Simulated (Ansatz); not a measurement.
# 1T-SnSTe monolayer in a perpendicular field

What dipole does a perpendicular field induce in the 1T-SnSTe monolayer? A positive field points along +c.

Program: Ansatz 0.2.0. Level of theory: plane-wave DFT, PBE-D3(BJ), Ansatz PAW (set soft_1); PAW set soft_1. Results are calculated unless marked as measured.

Report form: the programs' logs are mostly left out.

## Step 1: The starting structure

The cell holds 3 atoms: 1 Te, 1 Sn and 1 S. Cell: a = 3.742 Å, b = 3.742 Å, c = 35.831 Å, α = 90.0°, β = 90.0°, γ = 120.0°. Vacuum lies along c.

## Step 2: Relaxation

The starting cell is a guess, so the in-plane lattice and the atoms are relaxed first, with the slab cut off from its images along the normal.

The input, input.yaml:

```yaml
crystal:
  lattice:
    - [3.7422765, 0.0, 0.0]
    - [-1.87113825, 3.240906517, 0.0]
    - [0.0, 0.0, 35.8305228466]
  atoms:
    - { symbol: Te, position: [0.6666666667, 0.3333333333, 0.4660830675] }
    - { symbol: Sn, position: [0.0, 0.0, 0.5089542158] }
    - { symbol: S, position: [0.3333333333, 0.6666666667, 0.5339169325] }
  periodic: [true, true, false]
kpoints:
  mp_grid: { grid: [12, 12, 1] }
hamiltonian:
  xc: pbe
  dispersion: d3bj
  pseudopotentials: { kind: paw, azcp: { folder: soft_1 } }
scf:
  occupations: { method: fermi_dirac, width: 0.05 }
  convergence: { dr2_threshold: 1.0e-09 }
relax:
  f_tol: 0.004
  max_steps: 90
  cell: {}
output:
  write_potential: true
  write_density: true
  volumetric_format: npy
```

The run is started by

```bash
$ ansatz run input.yaml --threads 2 --pin off --max-ram 3072MiB --backend cpu --events-out ev --progress --plain --runs-dir out
```

Elapsed: 91 s, on 2 threads of Arm Neoverse V1, shared host; peak memory 0.67 GiB.

Step by step:

| step | energy less that of the first step (eV) | largest force component (eV/Å) | volume (Å³) |
| --- | --- | --- | --- |
| 1 | 0.0000 | 5.5967 | 434.57 |
| 2 | -1.7311 | 3.6607 | 442.85 |
| 3 | -2.4772 | 1.1941 | 443.76 |
| 4 | -2.5742 | 0.4790 | 445.77 |
| 5 | -2.6006 | 0.1602 | 446.62 |
| 6 | -2.6115 | 0.0513 | 454.80 |
| 7 | -2.6126 | 0.0316 | 458.42 |
| 8 | -2.6126 | 0.0018 | 459.00 |
| 9* | -2.6131 | 0.0017 | 459.00 |

Relaxation steps marked * repeat the geometry before them on a plane-wave basis chosen anew for their cell, so energy and pressure can jump there.

The run keeps the 6 symmetry operations that it works with, so distortions that break them were not tested.

| cell as run | before | after | change |
| --- | --- | --- | --- |
| a (Å) | 3.742 | 3.846 | +2.8 % |
| b (Å) | 3.742 | 3.846 | +2.8 % |

The atoms that moved most (Å, along periodic axes as changes of fractional coordinates times the final cell, across vacuum about the mean position):

| atom | dx | dy | dz | length |
| --- | --- | --- | --- | --- |
| S3 | 0.000 | 0.000 | 0.478 | 0.478 |
| Te1 | 0.000 | 0.000 | -0.425 | 0.425 |
| Sn2 | 0.000 | 0.000 | -0.053 | 0.053 |

The relaxed structure:

```xyz
3
Lattice="3.8461 0.0000 0.0000 -1.9230 3.3308 0.0000 0.0000 0.0000 35.8305" Properties=species:S:1:pos:R:3
Te    1.9230    1.1103   16.2755
Sn    0.0000    0.0000   18.1829
S     0.0000    2.2205   19.6083
```

Numbers from this step:

```yaml
energy_at_zero_smearing: -13907.6246 eV
```

The lattice constant a goes from 3.742 to 3.846 Å.

## Step 3: Single point, field 0

A sawtooth potential applies the field, turning back in the middle of the vacuum. With the dipole correction the typed value is the field outside the slab. The induced dipole is small, so the SCF threshold is tight.

The cell differs from the one that the last finished run ended in (c 35.831 → 21.333 Å).

The input, input.yaml:

```yaml
crystal:
  lattice:
    - [3.84606597, 0.0, 0.0]
    - [-1.923032985, 3.3307908347, 0.0]
    - [0.0, 0.0, 21.3327729543]
  atoms:
    - { symbol: Te, position: [0.6666666667, 0.3333333333, 0.421886082] }
    - { symbol: Sn, position: [0.0, 0.0, 0.5112966514] }
    - { symbol: S, position: [0.3333333333, 0.6666666667, 0.578113918] }
kpoints:
  mp_grid: { grid: [12, 12, 1] }
  band_path:
    path: [[0, 0, 0], [0.5, 0, 0], [0.33333333, 0.33333333, 0], [0, 0, 0]]
    npoints: 16
hamiltonian:
  xc: pbe
  dispersion: d3bj
  pseudopotentials: { kind: paw, azcp: { folder: soft_1 } }
scf:
  occupations: { method: fermi_dirac, width: 0.02585 }
  convergence: { dr2_threshold: 1.0e-10 }
efield:
  axis: 3
  dipole_correction: true
  ramp_position: 0.97
  ramp_width: 0.06
  amplitude: 0
output:
  dos: { projected: true, e_range: [-6, 5] }
  write_potential: true
  write_density: true
  volumetric_format: npy
  elf: true
```

The job ended after 14 s (2 threads; peak memory 0.51 GiB).

Numbers from this step:

```
energy at zero smearing        : -13907.6256 eV
work function, upper face      : 5.445 eV
work function, lower face      : 4.756 eV
dipole along the normal        : -0.04876 e·Å
step between the vacuum levels : 0.6887 eV
```

Running mean over a fixed 2.5 Å (it still follows the layers) of the planar mean; the ramp of the sawtooth is left out. The electron's electrostatic potential energy less the Fermi level by z:

| z (Å) | electron's electrostatic potential energy less the Fermi level (eV) |
| --- | --- |
| 2.96 | 4.76 |
| 3.41 | 4.76 |
| 3.85 | 4.76 |
| 4.15 | 4.76 |
| 4.59 | 4.75 |
| 5.04 | 4.75 |
| 5.48 | 4.74 |
| 5.93 | 4.71 |
| 6.22 | 4.65 |
| 6.67 | 4.37 |
| 7.11 | 3.41 |
| 7.56 | 1.72 |
| 8.00 | 0.0486 |
| 8.44 | -1.73 |
| 8.74 | -2.65 |
| 9.18 | -4.01 |
| 9.63 | -4.85 |
| 10.07 | -4.97 |
| 10.52 | -5.22 |
| 10.81 | -5.25 |
| 11.26 | -5.48 |
| 11.70 | -5.13 |
| 12.15 | -3.71 |
| 12.59 | -1.89 |
| 12.89 | -0.536 |
| 13.33 | 1.47 |
| 13.78 | 3.38 |
| 14.22 | 4.79 |
| 14.67 | 5.28 |
| 15.11 | 5.40 |
| 15.41 | 5.43 |
| 15.85 | 5.44 |
| 16.30 | 5.44 |
| 16.74 | 5.44 |
| 17.18 | 5.44 |
| 17.48 | 5.44 |
| 17.93 | 5.44 |
| 18.37 | 5.44 |

The density of states has structure finer than the step of the table below, so its rows give means over 0.25 eV, whole bins alone (the curve runs from -6 to 1.99 eV). Peaks (eV: height): -4.650: 4.69, -3.110: 8.15, -2.030: 10.5, -1.670: 6.87, -1.620: 6.87, -1.450: 6.52, 1.170: 5.04.

The density of states by energy, zero at the Fermi level; means over each step:

| energy (eV) | density of states (states/eV a cell) |
| --- | --- |
| -5.25 | 0 |
| -5.00 | 1.09 |
| -4.75 | 2.24 |
| -4.50 | 1.36 |
| -4.25 | 1.42 |
| -4.00 | 1.63 |
| -3.75 | 1.82 |
| -3.50 | 2.04 |
| -3.25 | 3.21 |
| -3.00 | 3.29 |
| -2.75 | 1.77 |
| -2.50 | 1.41 |
| -2.25 | 1.34 |
| -2.00 | 3.25 |
| -1.75 | 4.08 |
| -1.50 | 2.21 |
| -1.25 | 1.94 |
| -1.00 | 1.59 |
| -0.75 | 1.56 |
| -0.50 | 1.01 |
| -0.25 | 0.970 |
| 0.00 | 1.28 |
| 0.25 | 1.21 |
| 0.50 | 1.86 |
| 0.75 | 1.68 |
| 1.00 | 1.61 |
| 1.25 | 0.950 |
| 1.50 | 0 |

Projected DOS per atom over height of the atomic layer and energy from the Fermi level. Layers: Te Sn S from below.

Values in states/eV, 22 rows by 3 columns, each cell a mean:
```
0.00 0.00 0.00
0.00 0.00 0.00
0.44 0.59 0.51
0.66 0.68 0.60
0.49 0.40 0.34
0.69 0.29 0.24
0.69 0.11 0.13
1.06 0.11 0.27
1.10 0.09 0.45
1.50 0.09 0.89
2.08 0.17 1.60
0.60 0.17 1.07
0.34 0.26 0.88
0.55 0.52 1.41
0.80 0.71 1.54
0.44 0.52 0.92
0.42 0.50 0.80
0.32 0.35 0.44
0.61 0.70 0.72
0.20 0.21 0.18
0.00 0.00 0.00
0.00 0.00 0.00
```
Columns: height of the atomic layer (Å) from 9 to 12.3 (not evenly spaced); rows upwards: energy from the Fermi level (eV) from -5.96 to 1.96.

Electronic bands along the path, in eV, zero at the Fermi level:

| point | band 15 | band 16 | band 17 | band 18 | band 19 | band 20 | band 21 | band 22 |
| --- | --- | --- | --- | --- | --- | --- | --- | --- |
| Γ | -1.94 | -1.94 | 0.29 | 0.29 | 0.50 | 3.00 | 3.68 | 3.68 |
| halfway | -2.60 | -2.52 | -1.74 | -0.29 | 0.84 | 3.10 | 4.46 | 4.49 |
| M | -3.13 | -3.13 | -1.62 | -0.72 | -0.30 | 3.19 | 3.98 | 4.45 |
| halfway | -3.92 | -3.25 | -1.71 | -1.48 | 0.43 | 3.93 | 4.14 | 4.31 |
| K | -4.13 | -4.04 | -1.94 | -1.47 | 0.57 | 3.73 | 4.32 | 5.00 |
| halfway | -3.56 | -2.32 | -1.76 | -0.99 | 1.18 | 3.74 | 3.77 | 4.71 |
| Γ | -1.94 | -1.94 | 0.29 | 0.29 | 0.50 | 3.00 | 3.68 | 3.68 |

Electrostatic potential energy in the ca plane at fractional y = 0.000, with atoms of Sn within 0.2 Å of it. With pseudopotentials it is smooth inside the atoms' cores, unlike the true potential.

Ten even steps from '0' (-23 eV) to '9' (4 eV), each cell a mean:
```
99999999999999999999872078116899999999999999
99999999999999999998875000047899999999999999
99999999999999999988887533578899999999999999
99999999999999999876678877888889999999999999
99999999999999999865568888887789999999999999
99999999999999999875678888887889999999999999
99999999999999999887777766778899999999999999
99999999999999999988886300268899999999999999
99999999999999999999873023027899999999999999
99999999999999999999871199216899999999999999
```
Columns run along c (16.0 Å, from fractional 0.09 to 0.84 of the cell; values clipped at the 3rd and 97th percentile), rows up along a (3.8 Å). Atoms in or near the plane, at fractional coordinates: Sn at (0.51, 0.00).

ELF in the ca plane at fractional y = 0.000, with atoms of Sn within 0.2 Å of it. It is the smooth field of the valence electrons, not physical close to the nuclei.

Ten even steps from '0' (0.00) to '9' (0.73), each cell a mean:
```
00000000000000000001233200132100000000000000
00000000000000001223444322333210000000000000
00000000000000124677775433356653200000000000
00000000000000257998886433478987420000000000
00000000000001368998776312489998631000000000
00000000000001258998786422479998531000000000
00000000000000136888876433467775310000000000
00000000000000012455555433344431100000000000
00000000000000000111233210232100000000000000
00000000000000000000133100132100000000000000
```
Columns run along c (16.0 Å, from fractional 0.09 to 0.84 of the cell), rows up along a (3.8 Å). Atoms in or near the plane, at fractional coordinates: Sn at (0.51, 0.00).

Valence density in the ca plane at fractional y = 0.000, with atoms of Sn within 0.2 Å of it. It is the smooth field of the valence electrons, not physical close to the nuclei.

Values in units of 1e0 e/Å³, 6 rows by 16 columns, each cell a mean:
```
0.0 0.0 0.0 0.0 0.0 0.1 0.9 5.5 0.5 0.0 0.0 0.0 0.0 0.0 0.0 0.0
0.0 0.0 0.0 0.0 0.1 0.2 0.3 0.5 0.2 0.1 0.0 0.0 0.0 0.0 0.0 0.0
0.0 0.0 0.0 0.0 0.1 0.4 0.2 0.1 0.3 0.2 0.0 0.0 0.0 0.0 0.0 0.0
0.0 0.0 0.0 0.0 0.1 0.3 0.2 0.2 0.2 0.1 0.0 0.0 0.0 0.0 0.0 0.0
0.0 0.0 0.0 0.0 0.1 0.2 0.3 1.2 0.3 0.1 0.0 0.0 0.0 0.0 0.0 0.0
0.0 0.0 0.0 0.0 0.0 0.1 1.2 7.8 0.7 0.0 0.0 0.0 0.0 0.0 0.0 0.0
```
Columns run along c (16.0 Å, from fractional 0.17 to 0.92 of the cell), rows up along a (3.8 Å). Atoms in or near the plane, at fractional coordinates: Sn at (0.51, 0.00).

The work function of the upper face is 5.44 eV.

## Step 4: Single point, field 0.1 V/Å

Changes to input.yaml since step 3:

```diff
@@ -24,7 +24,6 @@
   dipole_correction: true
-  ramp_position: 0.97
-  ramp_width: 0.06
-  amplitude: 0
+  ramp_position: 0.9414
+  ramp_width: 0.1017
+  amplitude: 0.1
 output:
-  dos: { projected: true, e_range: [-6, 5] }
   write_potential: true
@@ -32,2 +31 @@
   volumetric_format: npy
-  elf: true
```

Run time: 14 s. Hardware: 2 threads; peak memory 0.47 GiB; 28 s of CPU time.

The dipole is -0.00936 e·Å, 0.0394 e·Å from its value without field.

## Step 5: Single point, field -0.1 V/Å

Changes to input.yaml since step 4:

```diff
@@ -26,3 +26,3 @@
   ramp_width: 0.1017
-  amplitude: 0.1
+  amplitude: -0.1
 output:
```

Wall time 15 s (2 threads); peak memory 0.47 GiB.

The dipole is -0.0881 e·Å, -0.0394 e·Å from its value without field.

## Step 6: Response, atoms held

This step: plane-wave DFT, PBE-D3(BJ), Ansatz PAW (set soft_1); response to a field along the normal, atoms held; PAW set soft_1 (Ansatz 0.2.0).

The dipoles give the slope, and the difference of two potentials shows where the field is screened.

Numbers from this step:

- equivalent conductor thickness p/(ε₀AE): 5.563 Å
- distance between the outer atoms: 3.333 Å

The dipole of the cell by applied field:

| applied field (V/Å) | dipole of the cell (e·Å) |
| --- | --- |
| -0.1000 | -0.0881 |
| 0.0000 | -0.0488 |
| 0.1000 | -0.00936 |

Local field over the applied field, running mean. From the potentials at -0.1 and 0.1 V/Å; running mean over 2.5 Å. Table of local field over applied field by z:

z (Å), local field over applied field and a bar:
```
     4.15      0.999 ##############################
     4.59      0.997 ##############################
     5.04      0.992 ##############################
     5.48      0.980 #############################
     5.93      0.952 #############################
     6.37      0.893 ###########################
     6.81      0.791 ########################
     7.26      0.649 ###################
     7.70      0.493 ##############
     8.15      0.335 ##########
     8.59      0.191 #####
     9.04      0.085 ##
     9.48      0.038 
     9.93      0.027 
    10.37      0.025 
    10.96      0.037 
    11.41      0.064 #
    11.85      0.106 ##
    12.30      0.186 #####
    12.74      0.311 #########
    13.18      0.466 ##############
    13.63      0.624 ##################
    14.07      0.769 #######################
    14.52      0.882 ##########################
    14.96      0.948 ############################
    15.41      0.979 #############################
    15.85      0.992 ##############################
    16.30      0.997 ##############################
    16.74      0.999 ##############################
    17.18      1.000 ##############################
```

Electrons, planar mean, per unit field. Table of induced electron density by z:

| z (Å) | induced electron density (e/Å³ per V/Å) |
| --- | --- |
| 4.15 | 4.7e-6 |
| 4.44 | 9.4e-6 |
| 4.89 | 2.6e-5 |
| 5.19 | 5.0e-5 |
| 5.63 | 1.3e-4 |
| 5.93 | 2.4e-4 |
| 6.22 | 4.2e-4 |
| 6.67 | 9.4e-4 |
| 6.96 | 0.00155 |
| 7.26 | 0.00236 |
| 7.70 | 0.00344 |
| 8.00 | 0.00323 |
| 8.44 | 0.00129 |
| 8.74 | 9.0e-4 |
| 9.04 | 7.7e-4 |
| 9.48 | 5.5e-4 |
| 9.78 | 1.2e-4 |
| 10.07 | -8.6e-4 |
| 10.52 | -7.5e-4 |
| 10.81 | -5.4e-5 |
| 11.26 | 5.8e-4 |
| 11.56 | 4.2e-4 |
| 11.85 | -4.4e-4 |
| 12.30 | -0.00102 |
| 12.59 | -0.00149 |
| 12.89 | -0.00270 |
| 13.33 | -0.00347 |
| 13.63 | -0.00275 |
| 14.07 | -0.00142 |
| 14.37 | -8.2e-4 |
| 14.67 | -4.6e-4 |
| 15.11 | -1.8e-4 |
| 15.41 | -9.2e-5 |
| 15.70 | -4.6e-5 |
| 16.15 | -1.6e-5 |
| 16.44 | -7.8e-6 |
| 16.89 | -2.6e-6 |
| 17.18 | -1.2e-6 |

By hand: between -0.1 and 0.1 V/Å the dipole changes by 0.07877 e·Å, a slope of 0.3938 e·Å²/V. A perfect conductor of thickness t has p = ε₀AEt, so t = 180.95 × 0.3938 / 12.810 = 5.56 Å (e/ε₀ = 180.95 V·Å, A in Å²).

The induced dipole is that of a conductor 5.56 Å thick.

## Step 7: What came out

```
gap without field                          : none
work function, upper face                  : 5.44 eV
step between the vacuum levels             : 0.689 eV
equivalent conductor thickness, atoms held : 5.56 Å
```

In words: The induced dipole equals that of a perfect conductor 5.56 Å thick, while the outer atoms lie 3.33 Å apart. The two faces differ: the vacuum level above lies 0.69 eV higher than the one below. There is no gap over 0.03 eV, with or without the field. Spin-orbit coupling is left out, which matters for the bands of elements this heavy.

[Logs are printed without paths, hosts, clocks, repeated set-up lines and the standing remarks that a program may print on its own settings, such as how far it seeks lower states.]

[Hosts, paths, dates, database ids (printed as entryN), source tags and the programs' standing remarks are cut or masked in the printed files.]

[Maps of the electrostatic potential energy from Ansatz leave out the sawtooth potential of an applied field or a dipole correction, so their vacuum need not be flat; planar profiles and work functions include it.]

[The density of states shown here was stored with 400 of the rows of the run's finer table, so its peaks can read low, often by over a quarter, or be missed, and its means over a window can be off by a tenth or more.]
